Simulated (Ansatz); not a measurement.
# W (Tungsten, Im-3m): a volume series of phonon spectra, part 2 of 3

Aim: how the vibrations of W (Tungsten) shift with volume, and the expansion that follows.

Ansatz 0.2.0; DFT PBEsol, scalar-relativistic, plane waves, PAW; PAW set soft_1.

So far. Step 2 (A first coarse run): The start is under -2.7 GPa at this level and looks like a metal on this mesh. Step 4 (Relaxing to small residual forces and stress): The residual pressure is -2.7e-4 GPa, small enough for phonons.

**5. Phonons, V/V0 1**

The same q-mesh and k-mesh are kept at every volume, so that much of their error can cancel in the differences.

input.yaml reads:

```yaml
crystal:
  lattice:
    - [-1.5771871662, 1.5771871662, 1.5771871662]
    - [1.5771871662, -1.5771871662, 1.5771871662]
    - [1.5771871662, 1.5771871662, -1.5771871662]
  atoms:
    - { symbol: W, position: [0.0, 0.0, 0.0] }
kpoints:
  mp_grid: { grid: [20, 20, 20] }
hamiltonian:
  xc: pbesol
  pseudopotentials: { kind: paw, azcp: { folder: soft_1 }, xc_functional: pbe }
scf:
  occupations: { method: methfessel_paxton, width: 0.2 }
  lower_state_search: "off"
output:
  eigenvalues: true
phonons:
  method: dfpt
  qmesh: [4, 4, 4]
  temperatures: { t_max: 1000, t_step: 50 }
  qpath:
    path:
      - [[0.0, 0.0, 0.0], [0.5, -0.5, 0.5], [0.0, 0.0, 0.5], [0.0, 0.0, 0.0], [0.25, 0.25, 0.25], [0.5, -0.5, 0.5]]
      - [[0.25, 0.25, 0.25], [0.0, 0.0, 0.5]]
    npoints: 10
```

The run is started by

```console
> ansatz run input.yaml --threads 8 --pin off --max-ram 16384MiB --backend cpu --events-out ev --progress --plain --runs-dir out
```

Numbers of over 12 decimals in the logs are rounded to 6 here.

Log:

```text
[...]
Crystal: 1 atoms, lattice volume = 15.693 Å³
Basis set: ecut = 420 eV, 321 PW (Γ), exchange–correlation on 40×40×40 points (8 copies of the dense FFT grid, shifted against one another)
Bands: 11, of which v1, the nominal top of the filled ones, is band 7 counted from 1 (6 counted from 0)
Symmetry: 48 space group operations
k-points: 256 of 8000
[...]
SCF iter   1: F=—  HF=-10257.806216 eV  |F-HF|=—  |Δ(HF+E_count)|=         —  Δρ=6.39e-2  dr2=5.49e-1  ethr=3.10e-3  ⟨swp⟩=5.0  Hψ=14658  notcnv=0
[...]
SCF iter   7: F=-10257.586213 eV  HF=-10257.586213 eV  |F-HF|=3.64e-12  |Δ(HF+E_count)|=  1.00e-10  S|Δr|=    0.00e0  Δρ=8.98e-8  dr2=5.80e-13  ethr=1.00e-12  ⟨swp⟩=5.2  Hψ=10403  notcnv=0
the search or the solves at the SCF's close seem to have found levels that the self-consistency loop had missed (the run counts 1). By its estimate they hold under 1e-12 electrons; where the run keeps them, the occupations were computed again with them
SCF 1 converged in 7 iterations: F = -10257.586213 eV  dr2 = 5.80e-13
[...]
NSCF: frozen V_eff on 256 k-points
[...]
DFPT response loops at q = (0, 0, 0) (fractional): preconditioner auto → Kerker (q_TF=auto, 2.677 Å⁻¹) (partly filled bands, converged f_vac=0.000); β = 1.00, the filter's whole step (`scf.mixing.beta` (0.50) is not read by the response loops under this deck's `scf.mixing.preconditioner`; to damp them name `kerker` or `kerker_dos`, under which they read `scf.mixing.beta`, and type it under 1.00, their step now; both keys bind the ground state too); Broyden in place of MSR1
[...]
SCF converged after 7 iterations
[...]
Free energy (F): -10257.586213 eV
[...]
Internal energy: -10257.587779 eV  (E = F + TS)
E sigma→0 (E₀):  -10257.586604 eV
Entropy (-TS):   0.001566 eV (1.566 meV/atom)
Fermi energy:    22.558439 eV
[...]
--- Band table (eV; the first three rows and the last of 256) ---
  k-point 0: bands = [... 3 lower, -15.1390, 12.7971, 21.2397, 21.2397, 21.2397, 24.7534, 24.7534, 37.0419]
  k-point 1: bands = [... 3 lower, -15.1392, 12.9207, 21.1644, 21.2241, 21.3591, 24.6296, 24.7544, 37.1482]
  k-point 2: bands = [... 3 lower, -15.1397, 13.2803, 20.9530, 21.1582, 21.7141, 24.3469, 24.7623, 37.4274]
  k-point 255: bands = [... 3 lower, -16.0767, 16.5665, 16.5665, 27.7475, 27.7475, 27.7475, 30.8327, 30.8327]
--- Phonons (Γ-DFPT): 1 representative perturbation + reference (Σ response iterations 3) ---
  ASR residual: 1.866e-5 → 0.000e0 eV/Å²; symmetrization residual: 9.853e-13 eV/Å²
  ASR residual per site (eV/Å²): 1.87e-5
  Γ frequencies (cm⁻¹): 0.00 0.00 0.00
--- Phonons (arbitrary-q DFPT): 8 irreducible q on the 4×4×4 mesh ---
  q = [0.0000, 0.0000, 0.0000] (star 1, of the zone-centre solve; hermiticity 2.99e-9, symmetrization 5.28e-8): 0.00 0.00 0.00
  q = [0.0000, 0.0000, 0.2500] (star 12, 2 solved perturbations in 6410 linear systems a pass and spin channel, the states on 4200 of 8000 k-point pairs; hermiticity 6.89e-15, symmetrization 3.82e-14): 100.73 101.91 164.96
[...]
q = [0.2500, 0.2500, 0.2500] (star 2, 1 solved perturbation on 1116 of 8000 k-point pairs; hermiticity 2.96e-14, symmetrization 8.15e-14): 182.56 182.56 182.56
[...]
sum rule: each row above includes the acoustic sum rule's correction from the zone centre's row sums; it moved no ω² by more than (0.17 cm⁻¹)²
  mesh force constants: q→R imaginary residual 0.00e0; ASR residual 1.866e-5 → 0.000e0 eV/Å²; symmetrization residual 2.132e-14 eV/Å²
  interpolated dispersion: 62 rows × 3 modes
  density of states and harmonic sums: on the 28×28×28 q-mesh, interpolated from the force constants of a 4×4×4 supercell (no non-analytic term)
  largest difference from the sums on the solved wave vectors: F 1.13e-2 eV, S 1.53e-5 and C_V 4.03e-6 eV/K
  zero-point energy: 0.030184 eV/cell   skipped modes (ω ≤ 0): 3   left out of the sums: 4.56e-5 of the cell's modes: C_V's classical limit lies that fraction below 3 k_B per atom; for a crystal, a wire or a layer, F and S can be off by more, and a phonons.interpolated_qmesh denser along its periods is the remedy for the sampling
```

Wall time 72 s (8 threads of Arm Neoverse V1, shared host); peak memory 3.3 GiB.

This step gave:

| Quantity | Value |
| --- | --- |
| Γ frequencies | 0, 0, 0 cm⁻¹ (negative: imaginary) |
| lowest frequency on the path | 0 cm⁻¹ |
| zero-point energy | 0.03018 eV/cell |
| highest frequency | 225.3 cm⁻¹ |
| Debye temperature from the second moment | 309 K |

No LO-TO term. Phonon branches along the path, in cm⁻¹:

| point | branch 1 | branch 2 | branch 3 |
| --- | --- | --- | --- |
| Γ | 0 | 0 | 0 |
| halfway | 138 | 138 | 200 |
| H | 190 | 190 | 190 |
| halfway | 158 | 179 | 209 |
| N | 140 | 149 | 225 |
| halfway | 101 | 102 | 165 |
| Γ | 0 | 0 | 0 |
| halfway | 131 | 131 | 173 |
| P | 183 | 183 | 183 |
| halfway | 163 | 193 | 193 |
| H | 190 | 190 | 190 |
| jump to P | 183 | 183 | 183 |
| halfway | 164 | 167 | 206 |
| N | 140 | 149 | 225 |

The phonon branches as a text plot (rows in cm⁻¹):

```
    221 |                  ****                                **
    211 |       **       **    *                              *
    202 |     **  *    **       *                            *
    192 |          ****                      ***  ********* *
    183 |          *  ****                  *  ***      *  *
    174 |    *    *    *  *                *  *  *    **    **
    164 |        *      *        *           *    ****       **
    155 |       *        ****             * *                 **
    146 |   *              * **                                **
    136 |     **            ****  *
    127 |                       *        * *
    117 |    *
    108 |                          *      *
     99 |  *                     *
     89 |   *                     *     *
     80 |                         *      *
     70 |                           *
     61 |  *                       *
     52 | *                             *
     42 |                           *  *
     33 | *                          *
     23 |                            * *
     14 |
      5 |*                            *
         Γ           H       N        Γ         P        H|P    N
```

Tetrahedra on 28 28 28, mean over bins of 2 cm⁻¹. The phonon density of states by wavenumber; read off at these points:

| wavenumber (cm⁻¹) | phonon density of states (1/cm⁻¹/cell) |
| --- | --- |
| 1.0 | 0 |
| 7.0 | 1.0e-5 |
| 13.0 | 5.0e-5 |
| 19.0 | 1.6e-4 |
| 25.0 | 2.7e-4 |
| 31.0 | 4.6e-4 |
| 37.0 | 6.4e-4 |
| 43.0 | 8.8e-4 |
| 49.0 | 0.00115 |
| 55.0 | 0.00146 |
| 61.0 | 0.00181 |
| 67.0 | 0.00221 |
| 73.0 | 0.00267 |
| 79.0 | 0.00319 |
| 85.0 | 0.00381 |
| 91.0 | 0.00452 |
| 97.0 | 0.00535 |
| 103.0 | 0.00636 |
| 109.0 | 0.00757 |
| 117.0 | 0.00972 |
| 123.0 | 0.0119 |
| 129.0 | 0.0150 |
| 135.0 | 0.0199 |
| 141.0 | 0.0309 |
| 147.0 | 0.0357 |
| 153.0 | 0.0403 |
| 159.0 | 0.0421 |
| 165.0 | 0.0334 |
| 171.0 | 0.0292 |
| 177.0 | 0.026 |
| 183.0 | 0.0214 |
| 189.0 | 0.0139 |
| 195.0 | 0.0210 |
| 201.0 | 0.0285 |
| 207.0 | 0.0349 |
| 211.0 | 0.0386 |
| 213.0 | 0.0285 |
| 219.0 | 0.0107 |
| 225.0 | 0.0013 |

Harmonic. Thermo, by row:

| T (K) | F_vib (meV/atom) | S (J/mol-atom/K) | C_V (J/mol-atom/K) |
| --- | --- | --- | --- |
| 0 | 30.18 | 0 | 0 |
| 50 | 29.93 | 2.042 | 5.902 |
| 100 | 26.97 | 9.686 | 16.1 |
| 150 | 19.97 | 17.14 | 20.35 |
| 200 | 9.44 | 23.28 | 22.2 |
| 250 | -3.98 | 28.35 | 23.14 |
| 300 | -19.81 | 32.62 | 23.67 |
| 350 | -37.68 | 36.29 | 24 |
| 400 | -57.34 | 39.51 | 24.21 |
| 450 | -78.57 | 42.37 | 24.36 |
| 500 | -101.2 | 44.95 | 24.47 |
| 550 | -125.1 | 47.28 | 24.55 |
| 600 | -150.2 | 49.42 | 24.61 |
| 650 | -176.3 | 51.39 | 24.66 |
| 700 | -203.4 | 53.22 | 24.7 |
| 750 | -231.4 | 54.93 | 24.73 |
| 800 | -260.3 | 56.52 | 24.76 |
| 850 | -290 | 58.03 | 24.78 |
| 900 | -320.5 | 59.44 | 24.8 |
| 950 | -351.6 | 60.78 | 24.81 |
| 1000 | -383.4 | 62.06 | 24.82 |

Phonopy on the run's constants, 21x21x21 mesh, Gaussian sigma 2.0 cm⁻¹. The modes, W by wavenumber; read off at these points:

| wavenumber (cm⁻¹) | modes, W (1/cm⁻¹/cell) |
| --- | --- |
| -5.0 | 1.9e-6 |
| 0.0 | 6.0e-5 |
| 5.0 | 5.0e-6 |
| 10.0 | 0 |
| 15.0 | 2.4e-5 |
| 20.0 | 4.7e-4 |
| 25.0 | 6.9e-5 |
| 30.0 | 3.0e-4 |
| 35.0 | 0.00117 |
| 40.0 | 5.5e-4 |
| 45.0 | 8.4e-4 |
| 50.0 | 0.00113 |
| 55.0 | 0.00164 |
| 60.0 | 0.00177 |
| 65.0 | 0.00198 |
| 70.0 | 0.00247 |
| 75.0 | 0.00347 |
| 80.0 | 0.00249 |
| 85.0 | 0.00358 |
| 90.0 | 0.00589 |
| 91.2 | 0.0065 |
| 95.0 | 0.00349 |
| 100.0 | 0.00641 |
| 105.0 | 0.00743 |
| 110.0 | 0.00589 |
| 115.0 | 0.0112 |
| 120.0 | 0.0109 |
| 125.0 | 0.0116 |
| 130.0 | 0.0165 |
| 135.0 | 0.0201 |
| 140.0 | 0.0298 |
| 145.0 | 0.0324 |
| 150.0 | 0.0390 |
| 155.0 | 0.0402 |
| 159.2 | 0.0425 |
| 160.0 | 0.0417 |
| 165.0 | 0.0335 |
| 170.0 | 0.0294 |
| 175.0 | 0.0271 |
| 180.0 | 0.0241 |
| 185.0 | 0.0188 |
| 190.0 | 0.0161 |
| 195.0 | 0.0210 |
| 200.0 | 0.0274 |
| 205.0 | 0.0313 |
| 210.0 | 0.0362 |
| 215.0 | 0.0201 |
| 220.0 | 0.00937 |
| 225.0 | 0.00270 |
| 230.0 | 3.8e-5 |
| 235.0 | 0 |

No mode is imaginary beyond numerical noise at the solved wavevectors.

**6. A cell at another volume, V/V0 1.015**

Symmetry fixes every atom, so a single point at the scaled cell gives the energy and pressure of this member.

input.yaml, the sections that differ from step 5:

```yaml
crystal:
  lattice:
    - [-1.5850339977, 1.5850339977, 1.5850339977]
    - [1.5850339977, -1.5850339977, 1.5850339977]
    - [1.5850339977, 1.5850339977, -1.5850339977]
  atoms:
    - { symbol: W, position: [0.0, 0.0, 0.0] }
output:
  forces: true
  stress: true
  eigenvalues: true
# kpoints, hamiltonian, scf: as in step 5
# phonons: removed
```

Log:

```text
[...]
Crystal: 1 atoms, lattice volume = 15.929 Å³
Basis set: ecut = 420 eV, 321 PW (Γ), exchange–correlation on 40×40×40 points (8 copies of the dense FFT grid, shifted against one another)
Bands: 11, of which v1, the nominal top of the filled ones, is band 7 counted from 1 (6 counted from 0)
Symmetry: 48 space group operations
[...]
k-points: 256 of 8000
[...]
SCF iter   1: F=—  HF=-10257.808383 eV  |F-HF|=—  |Δ(HF+E_count)|=         —  Δρ=6.41e-2  dr2=5.67e-1  ethr=3.10e-3  ⟨swp⟩=5.0  Hψ=14664  notcnv=0
[...]
SCF iter   6: F=-10257.582710 eV  HF=-10257.582710 eV  |F-HF|=5.82e-11  |Δ(HF+E_count)|=   4.59e-9  S|Δr|=    0.00e0  Δρ=8.03e-7  dr2=8.04e-11  ethr=2.24e-10  ⟨swp⟩=2.0  Hψ=8637  notcnv=0
SCF 1 converged in 6 iterations: F = -10257.582710 eV  dr2 = 8.04e-11
[...]
SCF converged after 6 iterations
[...]
Free energy (F): -10257.582710 eV
[...]
Internal energy: -10257.584332 eV  (E = F + TS)
E sigma→0 (E₀):  -10257.583116 eV
Entropy (-TS):   0.001621 eV (1.621 meV/atom)
Fermi energy:    22.181234 eV
[...]
--- Stress (GPa, compression-positive) ---
       -4.710660       0.000000       0.000000
       -0.000000      -4.710660      -0.000000
        0.000000       0.000000      -4.710660
  P = ⅓ Tr σ = -4.7107 GPa (-47.107 kbar)
--- Band table (eV; the first three rows and the last of 256) ---
  k-point 0: bands = [... 3 lower, -15.5574, 12.5017, 20.8885, 20.8885, 20.8885, 24.3412, 24.3412, 36.6301]
  k-point 1: bands = [... 3 lower, -15.5576, 12.6231, 20.8149, 20.8733, 21.0056, 24.2210, 24.3424, 36.7338]
  k-point 2: bands = [... 3 lower, -15.5580, 12.9764, 20.6083, 20.8090, 21.3535, 23.9457, 24.3505, 37.0050]
  k-point 255: bands = [... 3 lower, -16.4523, 16.3096, 16.3096, 27.2624, 27.2624, 27.2624, 30.3341, 30.3341]
```

It took 0.64 s on 8 threads; peak memory 0.32 GiB; 3.1 s of CPU time.

This step gave:

```yaml
pressure: -4.711 GPa
volume_per_atom: 15.93 Å³/atom
```

The run ends at a pressure of -4.71 GPa.

**7. Lattice dynamics at this volume, V/V0 1.015**

Phonons at this volume give one point of F(V, T); meshes stay fixed along the series.

Edit input.yaml of step 6 so:

```diff
@@ -16,4 +16,11 @@
 output:
-  forces: true
-  stress: true
   eigenvalues: true
+phonons:
+  method: dfpt
+  qmesh: [4, 4, 4]
+  temperatures: { t_max: 1000, t_step: 50 }
+  qpath:
+    path:
+      - [[0.0, 0.0, 0.0], [0.5, -0.5, 0.5], [0.0, 0.0, 0.5], [0.0, 0.0, 0.0], [0.25, 0.25, 0.25], [0.5, -0.5, 0.5]]
+      - [[0.25, 0.25, 0.25], [0.0, 0.0, 0.5]]
+    npoints: 10
```

Log:

```text
[...]
Crystal: 1 atoms, lattice volume = 15.929 Å³
Basis set: ecut = 420 eV, 321 PW (Γ), exchange–correlation on 40×40×40 points (8 copies of the dense FFT grid, shifted against one another)
Bands: 11, of which v1, the nominal top of the filled ones, is band 7 counted from 1 (6 counted from 0)
Symmetry: 48 space group operations
k-points: 256 of 8000
[...]
k-point 255: bands = [... 3 lower, -16.4523, 16.3096, 16.3096, 27.2624, 27.2624, 27.2624, 30.3341, 30.3341]
[...]
ASR residual: 7.338e-6 → 0.000e0 eV/Å²; symmetrization residual: 6.061e-13 eV/Å²
  ASR residual per site (eV/Å²): 7.34e-6
  Γ frequencies (cm⁻¹): 0.00 0.00 0.00
--- Phonons (arbitrary-q DFPT): 8 irreducible q on the 4×4×4 mesh ---
[...]
interpolated dispersion: 62 rows × 3 modes
[...]
[key lines of the parts left out:]
SCF converged after 7 iterations
Free energy (F): -10257.582710 eV
Fermi energy:    22.181229 eV
```

The job ended after 73 s (8 threads; peak memory 3.3 GiB; 8.6 min of CPU time).

No LO-TO term. Phonon branches along the path, in cm⁻¹:

| point | branch 1 | branch 2 | branch 3 |
| --- | --- | --- | --- |
| Γ | 0 | 0 | 0 |
| halfway | 134 | 134 | 196 |
| H | 184 | 184 | 184 |
| halfway | 153 | 176 | 202 |
| N | 135 | 147 | 218 |
| halfway | 99 | 100 | 160 |
| Γ | 0 | 0 | 0 |
| halfway | 129 | 129 | 167 |
| P | 178 | 178 | 178 |
| halfway | 161 | 187 | 187 |
| H | 184 | 184 | 184 |
| jump to P | 178 | 178 | 178 |
| halfway | 161 | 162 | 200 |
| N | 135 | 147 | 218 |

The phonon branches as a text plot (rows in cm⁻¹):

```
    213 |                  *****                               **
    204 |       ***      **                                   *
    195 |     **       **       *                            *
    186 |          *****                     ***  ********* *
    177 |          *  * **                  *  ***     **  **
    168 |    *    *    *  *                *  *  **   *     **
    159 |        *      *  *     *           *     ***        *
    150 |       *        ** **            * *                  **
    141 |   *              *  **                               **
    132 |     **            ***** *        *
    123 |                       *        *
    113 |    *
    104 |                          *      *
     95 |  *                     *
     86 |   *                     *     *
     77 |                         *      *
     68 |                          **
     59 |  *                       *
     50 | *                             *
     41 |                           *  *
     32 | *                          *
     23 |                            * *
     14 |
      5 |*                            *
         Γ           H       N        Γ         P        H|P    N
```

No mode is imaginary beyond numerical noise at the solved wavevectors.

**8. A cell at another volume, V/V0 0.985**

Symmetry fixes every atom, so a single point at the scaled cell gives the energy and pressure of this member.

input.yaml, the sections that differ from step 7:

```yaml
crystal:
  lattice:
    - [-1.5692614688, 1.5692614688, 1.5692614688]
    - [1.5692614688, -1.5692614688, 1.5692614688]
    - [1.5692614688, 1.5692614688, -1.5692614688]
  atoms:
    - { symbol: W, position: [0.0, 0.0, 0.0] }
output:
  forces: true
  stress: true
  eigenvalues: true
# kpoints, hamiltonian, scf: as in step 7
# phonons: removed
```

Log:

```text
[...]
Crystal: 1 atoms, lattice volume = 15.458 Å³
Basis set: ecut = 420 eV, 321 PW (Γ), exchange–correlation on 40×40×40 points (8 copies of the dense FFT grid, shifted against one another)
Bands: 11, of which v1, the nominal top of the filled ones, is band 7 counted from 1 (6 counted from 0)
Symmetry: 48 space group operations
[...]
k-points: 256 of 8000
[...]
--- Band table (eV; the first three rows and the last of 256) ---
  k-point 0: bands = [... 3 lower, -14.7085, 13.1024, 21.6006, 21.6006, 21.6006, 25.1769, 25.1769, 37.4644]
  k-point 1: bands = [... 3 lower, -14.7087, 13.2284, 21.5234, 21.5846, 21.7224, 25.0494, 25.1778, 37.5735]
  k-point 2: bands = [... 3 lower, -14.7093, 13.5946, 21.3072, 21.5171, 22.0848, 24.7589, 25.1854, 37.8610]
  k-point 255: bands = [... 3 lower, -15.6914, 16.8301, 16.8301, 28.2467, 28.2467, 28.2467, 31.3467, 31.3467]
[key lines of the parts left out:]
SCF converged after 6 iterations
Free energy (F): -10257.582530 eV
Fermi energy:    22.948184 eV
P = ⅓ Tr σ = 5.0835 GPa (50.835 kbar)
```

The job ended after 0.64 s (8 threads; peak memory 0.32 GiB; 3.1 s of CPU time).

The run ends at a pressure of 5.08 GPa.

**9. Lattice dynamics at this volume, V/V0 0.985**

Phonons at this volume give one point of F(V, T); meshes stay fixed along the series.

Edit input.yaml of step 8 so:

```diff
@@ -16,4 +16,11 @@
 output:
-  forces: true
-  stress: true
   eigenvalues: true
+phonons:
+  method: dfpt
+  qmesh: [4, 4, 4]
+  temperatures: { t_max: 1000, t_step: 50 }
+  qpath:
+    path:
+      - [[0.0, 0.0, 0.0], [0.5, -0.5, 0.5], [0.0, 0.0, 0.5], [0.0, 0.0, 0.0], [0.25, 0.25, 0.25], [0.5, -0.5, 0.5]]
+      - [[0.25, 0.25, 0.25], [0.0, 0.0, 0.5]]
+    npoints: 10
```

Log:

```text
[...]
Crystal: 1 atoms, lattice volume = 15.458 Å³
Basis set: ecut = 420 eV, 321 PW (Γ), exchange–correlation on 40×40×40 points (8 copies of the dense FFT grid, shifted against one another)
Bands: 11, of which v1, the nominal top of the filled ones, is band 7 counted from 1 (6 counted from 0)
Symmetry: 48 space group operations
k-points: 256 of 8000
[...]
k-point 255: bands = [... 3 lower, -15.6914, 16.8301, 16.8301, 28.2467, 28.2467, 28.2467, 31.3467, 31.3467]
[...]
ASR residual: 6.001e-6 → 0.000e0 eV/Å²; symmetrization residual: 3.790e-13 eV/Å²
  ASR residual per site (eV/Å²): 6.00e-6
  Γ frequencies (cm⁻¹): 0.00 0.00 0.00
--- Phonons (arbitrary-q DFPT): 8 irreducible q on the 4×4×4 mesh ---
[...]
interpolated dispersion: 62 rows × 3 modes
[...]
[key lines of the parts left out:]
SCF converged after 7 iterations
Free energy (F): -10257.582530 eV
Fermi energy:    22.948179 eV
```

It took 72 s on 8 threads; peak memory 3.2 GiB; 8.5 min of CPU time.

No mode is imaginary beyond numerical noise at the solved wavevectors.

**10. Single point at a scaled cell, V/V0 1.03**

Symmetry fixes every atom, so a single point at the scaled cell gives the energy and pressure of this member.

input.yaml, the sections that differ from step 9:

```yaml
crystal:
  lattice:
    - [-1.5928038964, 1.5928038964, 1.5928038964]
    - [1.5928038964, -1.5928038964, 1.5928038964]
    - [1.5928038964, 1.5928038964, -1.5928038964]
  atoms:
    - { symbol: W, position: [0.0, 0.0, 0.0] }
output:
  forces: true
  stress: true
  eigenvalues: true
# kpoints, hamiltonian, scf: as in step 9
# phonons: removed
```

Log:

```text
[...]
Crystal: 1 atoms, lattice volume = 16.164 Å³
Basis set: ecut = 420 eV, 321 PW (Γ), exchange–correlation on 40×40×40 points (8 copies of the dense FFT grid, shifted against one another)
Bands: 11, of which v1, the nominal top of the filled ones, is band 7 counted from 1 (6 counted from 0)
Symmetry: 48 space group operations
[...]
k-points: 256 of 8000
[...]
--- Band table (eV; the first three rows and the last of 256) ---
  k-point 0: bands = [... 3 lower, -15.9643, 12.2160, 20.5466, 20.5466, 20.5466, 23.9398, 23.9398, 36.2286]
  k-point 1: bands = [... 3 lower, -15.9645, 12.3352, 20.4746, 20.5317, 20.6613, 23.8230, 23.9411, 36.3297]
  k-point 2: bands = [... 3 lower, -15.9649, 12.6824, 20.2726, 20.4689, 21.0024, 23.5549, 23.9494, 36.5931]
  k-point 255: bands = [... 3 lower, -16.8188, 16.0590, 16.0590, 26.7908, 26.7908, 26.7908, 29.8501, 29.8501]
[key lines of the parts left out:]
SCF converged after 6 iterations
Free energy (F): -10257.572547 eV
Fermi energy:    21.815038 eV
P = ⅓ Tr σ = -9.0688 GPa (-90.688 kbar)
```

It took 0.64 s on 8 threads; peak memory 0.32 GiB.

The run ends at a pressure of -9.07 GPa.

(Continued in part 3 of 3.)

[Logs are printed without paths, hosts, clocks, repeated set-up lines and the standing remarks that a program may print on its own settings, such as how far it seeks lower states.]

[Hosts, paths, dates, database ids (printed as entryN), source tags and the programs' standing remarks are cut or masked in the printed files.]

[A step with changed settings may run another functional than the one named; its input shows which.]

[Of the runs on displaced cells, only some may be shown.]
